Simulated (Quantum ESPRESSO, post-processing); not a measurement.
# arsenene, 1 layer, stepped through the field along the normal, part 4 of 4

Wanted: a table for arsenene, 1 layer against the field along the normal, and what can be fitted to it.

Quantum ESPRESSO 7.5; plane-wave DFT, PBE, GBRV ultrasoft pseudopotentials.

So far. Step 2 (Relaxing cell and ions of the reference):  The last row is no step: it is a fresh SCF in the final cell with a new plane-wave basis, +0 meV from the row before. Step 5 (Bands along a path, 0 V/Å): Along this path the valence top lies at Γ and the conduction bottom between Γ and M.

## (7) Self-consistent run, 0.4 V/Å

File m9.scf.in:

```
&control
  prefix = 'm9.scf'
  outdir = './out'
  pseudo_dir = './pseudo'
  calculation = 'scf'
  tprnfor = .true.
  tefield = .true.
  dipfield = .true.
/
&system
  ibrav = 0
  nat = 2
  ntyp = 1
  ecutwfc = 40
  ecutrho = 200
  occupations = 'smearing'
  smearing = 'fd'
  degauss = 0.002
  edir = 3
  emaxpos = 0.97
  eopreg = 0.04
  eamp = 0.00777876
  nbnd = 11
/
&electrons
  conv_thr = 1e-09
  mixing_beta = 0.4
  electron_maxstep = 120
  mixing_mode = 'plain'
  startingpot = 'file'
/
ATOMIC_SPECIES
  As  74.9216  as_pbe_v1.uspp.F.UPF
CELL_PARAMETERS angstrom
  3.57722710100000 0.00000000000000 0.00000000000000
  -1.78861355100000 3.09796954500000 0.00000000000000
  0.00000000000000 0.00000000000000 18.40000000000000
ATOMIC_POSITIONS crystal
  As  0.666666666700 0.333333333300 0.461848441300
  As  0.333333333300 0.666666666700 0.538151558700
K_POINTS automatic
  12 12 1 0 0 0
```

On the command line:

```sh
> cp -r out/m0.scf.save out/m9.scf.save
> OMP_NUM_THREADS=1 mpirun -n 4 pw.x -nk 4 -in m9.scf.in > m9.scf.out
```

The program printed:

```text
[banner, memory and clock lines left out]
Program PWSCF v.7.5 starts
[...]
number of electrons       =        10.00
     number of Kohn-Sham states=           11
     kinetic-energy cutoff     =      40.0000  Ry
     charge density cutoff     =     200.0000  Ry
[...]
number of k points=    74  Fermi-Dirac smearing, width (Ry)=  0.0020
[...]
Dense  grid:    65677 G-vectors     FFT dimensions: (  32,  32, 160)
[...]
The initial density is read from file :
[...]
negative rho (up, down):  2.460E-04 0.000E+00
[...]
Starting wfcs are    8 randomized atomic wfcs +    3 random wfcs
[...]
negative rho (up, down):  2.353E-04 0.000E+00
[...]
estimated scf accuracy    <       0.06853269 Ry
[...]
negative rho (up, down):  2.360E-04 0.000E+00
[...]
estimated scf accuracy    <       0.34532935 Ry
[...]
negative rho (up, down):  2.373E-04 0.000E+00
[...]
estimated scf accuracy    <       0.00007882 Ry
[...]
negative rho (up, down):  2.397E-04 0.000E+00
[...]
estimated scf accuracy    <       0.00000975 Ry
[...]
negative rho (up, down):  2.416E-04 0.000E+00
[...]
estimated scf accuracy    <       0.00000068 Ry
[...]
negative rho (up, down):  2.417E-04 0.000E+00
[...]
estimated scf accuracy    <       0.00000006 Ry
[...]
negative rho (up, down):  2.421E-04 0.000E+00
[...]
estimated scf accuracy    <       0.00000002 Ry
[...]
negative rho (up, down):  2.419E-04 0.000E+00
[...]
Computed dipole along edir(3) :
        Dipole                0.1865 Ry au,          0.4740 Debye
        Dipole field          0.0017 Ry au,
        E field amplitude [Ha a.u.]:  7.7788E-03
        Potential amp.        0.4056 Ry
        Total length         33.3801 bohr
[...]
the Fermi energy is    -1.9359 ev
!    total energy              =     -80.54448222 Ry
     estimated scf accuracy    <          4.2E-10 Ry
     smearing contrib. (-TS)   =      -0.00000000 Ry
     internal energy E=F+TS    =     -80.54448222 Ry
[...]
one-electron contribution =    -119.26417435 Ry
     hartree contribution      =      61.49736282 Ry
     xc contribution           =     -63.01872519 Ry
     ewald contribution        =      40.24363816 Ry
     electric field correction =      -0.00258366 Ry
     convergence has been achieved in   8 iterations
     negative rho (up, down):  2.419E-04 0.000E+00
[...]
Total force =     0.002256     Total SCF correction =     0.000027
[...]
```

It took 28 s on 4 MPI ranks of Arm Neoverse V1, shared host; peak memory 0.51 GiB; 1.9 min of CPU time.

This step gave:

```
free energy                          : -1095.8635 eV
Fermi energy                         : -1.936 eV
dipole along the normal              : 0.09868 e·Å
valence top, on the run's zero       : -2.683 eV
conduction bottom, on the run's zero : -1.150 eV
gap by band count                    : 1.533 eV
```

## (8) Self-consistent run, -0.4 V/Å

m10.scf.in, as its differences from the input of step 7:

```diff
@@ -1,3 +1,3 @@
 &control
-  prefix = 'm9.scf'
+  prefix = 'm10.scf'
   outdir = './out'
@@ -21,3 +21,3 @@
   eopreg = 0.04
-  eamp = 0.00777876
+  eamp = -0.00777876
   nbnd = 11
```

On the command line:

```sh
> cp -r out/m0.scf.save out/m10.scf.save
> OMP_NUM_THREADS=1 mpirun -n 4 pw.x -nk 4 -in m10.scf.in > m10.scf.out
```

The program printed:

```text
[banner, memory and clock lines left out]
Program PWSCF v.7.5 starts
[...]
number of electrons       =        10.00
     number of Kohn-Sham states=           11
     kinetic-energy cutoff     =      40.0000  Ry
     charge density cutoff     =     200.0000  Ry
[...]
number of k points=    74  Fermi-Dirac smearing, width (Ry)=  0.0020
[...]
Dense  grid:    65677 G-vectors     FFT dimensions: (  32,  32, 160)
[...]
The initial density is read from file :
[...]
negative rho (up, down):  2.460E-04 0.000E+00
[...]
Starting wfcs are    8 randomized atomic wfcs +    3 random wfcs
[...]
negative rho (up, down):  2.354E-04 0.000E+00
[...]
estimated scf accuracy    <       0.06854355 Ry
[...]
negative rho (up, down):  2.360E-04 0.000E+00
[...]
estimated scf accuracy    <       0.34540974 Ry
[...]
negative rho (up, down):  2.377E-04 0.000E+00
[...]
estimated scf accuracy    <       0.00007807 Ry
[...]
negative rho (up, down):  2.399E-04 0.000E+00
[...]
estimated scf accuracy    <       0.00000965 Ry
[...]
negative rho (up, down):  2.417E-04 0.000E+00
[...]
estimated scf accuracy    <       0.00000068 Ry
[...]
negative rho (up, down):  2.418E-04 0.000E+00
[...]
estimated scf accuracy    <       0.00000005 Ry
[...]
negative rho (up, down):  2.421E-04 0.000E+00
[...]
estimated scf accuracy    <       0.00000001 Ry
[...]
negative rho (up, down):  2.420E-04 0.000E+00
[...]
Computed dipole along edir(3) :
        Dipole               -0.1865 Ry au,         -0.4740 Debye
        Dipole field         -0.0017 Ry au,
        E field amplitude [Ha a.u.]: -7.7788E-03
        Potential amp.       -0.4056 Ry
        Total length         33.3801 bohr
[...]
the Fermi energy is    -2.0089 ev
!    total energy              =     -80.54448223 Ry
     estimated scf accuracy    <          3.3E-10 Ry
     smearing contrib. (-TS)   =      -0.00000000 Ry
     internal energy E=F+TS    =     -80.54448223 Ry
[...]
one-electron contribution =    -119.26417421 Ry
     hartree contribution      =      61.49736345 Ry
     xc contribution           =     -63.01872593 Ry
     ewald contribution        =      40.24363816 Ry
     electric field correction =      -0.00258370 Ry
     convergence has been achieved in   8 iterations
     negative rho (up, down):  2.420E-04 0.000E+00
[...]
Total force =     0.002257     Total SCF correction =     0.000024
[...]
```

Wall time 28 s (4 MPI ranks); peak memory 0.36 GiB.

Numbers from this step:

```
Fermi energy                         : -2.009 eV
dipole along the normal              : -0.09868 e·Å
valence top, on the run's zero       : -2.798 eV
conduction bottom, on the run's zero : -1.265 eV
```

## (9) The series side by side

The series in one table, energies over the lowest:

```csv
the field along the normal,dipole (e Å),gap along the path (eV),"upper vacuum line at the top atoms, over the zero (eV)","lower vacuum line at the bottom atoms, over the zero (eV)",energy (eV)
-0.4 V/Å,-0.09868,1.526,5.794,4.745,0.0000
-0.3 V/Å,-0.07395,1.527,5.655,4.869,0.0086
-0.2 V/Å,-0.04928,1.528,5.52,4.996,0.0148
-0.1 V/Å,-0.02467,1.528,5.386,5.123,0.0185
-0.05 V/Å,-0.01235,1.528,5.32,5.188,0.0194
0 V/Å,0,1.528,5.254,5.254,0.0197
0.05 V/Å,0.01235,1.528,5.189,5.319,0.0194
0.1 V/Å,0.02467,1.528,5.124,5.386,0.0185
0.2 V/Å,0.0493,1.528,4.996,5.519,0.0148
0.3 V/Å,0.07395,1.527,4.87,5.655,0.0086
0.4 V/Å,0.09868,1.526,4.745,5.794,0.0000
```

## (10) By hand

4πα/A = 180.95 × 0.2468 e Å²/V / 11.082 Å² = 4.03 Å.

In linear response the energy changes by −(p₀ + p)E/2: at 0.2 V/Å, −(0.0000 + 0.0493) × 0.2/2 = -0.0049 eV; the runs give -0.0049 eV.

## (11) Summary of results

```yaml
4pi_alpha_a_from_the_weak_fields: 4.03 Å
gap_along_the_path_at_minus_0p4_v_a_and_at_0p4_v_a: 1.53, 1.53 eV
upper_vacuum_line_at_the_top_atoms_over_the_zero_at_minus_0p4_v_a_and_at_0p4_v_a: 5.79, 4.75 eV
lower_vacuum_line_at_the_bottom_atoms_over_the_zero_at_minus_0p4_v_a_and_at_0p4_v_a: 4.74, 5.79 eV
```

**Reading.** The series holds 11 members; 4πα/A from the weak fields: 4.03 Å (PBE, GBRV ultrasoft). The strongest fields leave the weak-field line by 0.1 % of the induced dipole. From -0.4 V/Å to 0.4 V/Å the gap along the path stays within 0.002 eV. From -0.4 V/Å to 0.4 V/Å the upper vacuum line at the top atoms, over the zero falls from 5.79 to 4.75 eV. From -0.4 V/Å to 0.4 V/Å the lower vacuum line at the bottom atoms, over the zero rises from 4.74 to 5.79 eV. Ions are held; semilocal gaps are too small; in strong fields empty levels can belong to the vacuum.

[Logs are printed without paths, hosts, clocks, repeated set-up lines and the standing remarks that a program may print on its own settings, such as how far it seeks lower states.]

[Hosts, paths, dates, database ids (printed as entryN), source tags and the programs' standing remarks are cut or masked in the printed files.]

[Maps of the electrostatic potential energy from Ansatz leave out the sawtooth potential of an applied field or a dipole correction, so their vacuum need not be flat; planar profiles and work functions include it.]
